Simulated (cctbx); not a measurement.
## A disordered crystal of nominal Na2Zn5N4

Cell a = 7.3390 Å, b = 7.3390 Å, c = 14.3790 Å, α = 90.00°, β = 90.00°, γ = 90.00°; space group P4/ncc (no. 130, origin choice 1); nominal formula Na2Zn5N4.

Simulated single-crystal data (cctbx): Cu Kα, λ = 1.54184 Å, to d = 0.83 Å, 50 % of the full sphere, strongest reflection 20000 counts, noise from counting, a 2 % proportional error and a noise floor of 8 counts (s.d.); no absorption.

With every site full:

```text
Rint 0.043, 359 unique reflections to 0.83 A
cycle     R1     wR2    GooF  max shift (A)
   1  0.0896  0.1826   6.466   0.00789
   2  0.0269  0.0555   1.965   0.00003
final R1 0.0269 wR2 0.0555 GooF 1.965  parameters 26  data/parameter 13.8
atom        x        y        z      Ueq    occ   su(xyz)  su(Uiso or U11)
Zn1    0.33070  0.37983  0.07358   0.0110  1.000  0.00009  0.0004
Zn2    0.50000  0.00000  0.10526   0.0150  1.000  0.00010  0.0005
Na1    0.84309  0.15691  0.75000   0.0426  1.000  0.00042  0.0015
N1     0.81173  0.88467  0.09340   0.0184  1.000  0.00065  0.0025
difference map: max 0.75 min -1.47 rms 0.21
Q1    0.1589  0.2722  0.3085   16    0.78  1.19 A from Na1
Q2    0.0812  0.0982  0.9700   16    0.62  0.92 A from Zn1
Q3    0.0410  0.0410  0.7500    8    0.55  1.68 A from Na1
Q4    0.0735  0.1804  0.1807   16    0.55  1.18 A from Na1
Q5    0.1787  0.2976  0.0195   16    0.47  1.49 A from Zn1
Q6    0.0780  0.2802  0.7949   16    0.47  2.05 A from Na1
```

With the occupancies of the suspect sites free, each still typed as its main element:

```text
Rint 0.043, 359 unique reflections to 0.83 A
cycle     R1     wR2    GooF  max shift (A)
   1  0.0728  0.1497   5.306   0.00050
  20  0.0155  0.0280   0.993   0.00004
final R1 0.0154 wR2 0.0279 GooF 0.990  parameters 27  data/parameter 13.3
atom        x        y        z      Ueq    occ   su(xyz)  su(Uiso or U11)
Zn1    0.33066  0.37980  0.07361   0.0111  1.000  0.00005  0.0002
Zn2    0.50000  0.00000  0.10529   0.0151  1.000  0.00005  0.0002
Na1    0.84305  0.15695  0.75000   0.0227  0.763  0.00021  0.0010
N1     0.81135  0.88440  0.09341   0.0191  1.000  0.00033  0.0012
su of occupancy Na1: 0.007
difference map: max 0.52 min -0.62 rms 0.16
Q1    0.0487  0.0487  0.7500    8    0.63  1.71 A from Na1
Q2    0.1587  0.2746  0.3085   16    0.54  1.21 A from Na1
Q3    0.0970  0.0840  0.5404   16    0.54  0.81 A from Zn1
Q4    0.1768  0.2952  0.0194   16    0.53  1.51 A from Zn1
Q5    0.0441  0.1737  0.4825   16    0.49  1.22 A from N1
Q6    0.2181  0.2181  0.2500    8    0.48  0.64 A from Na1
```

**Question.** What is the disorder?

X-rays count electrons. Na1 refines to 0.763(0.007), or 8.4 electrons; the site truly holds 0.75 Na, 8.2 electrons, which is 0.750 of Na. A value under 1 can't tell vacancies from a lighter guest, and one over 1 needs a heavier guest; chemistry or a second radiation must settle which. Occupancy correlates with U and the scale, so the match is approximate.

Freeing them takes R1 from 0.0269 to 0.0154 and GooF from 1.97 to 0.99.

This is a model crystal, built by substitution and not relaxed, with assumed displacement parameters.

[Middle refinement cycles are left out of these outputs.]

[Logs are printed without paths, hosts, clocks, repeated set-up lines and the standing remarks that a program may print on its own settings, such as how far it seeks lower states.]
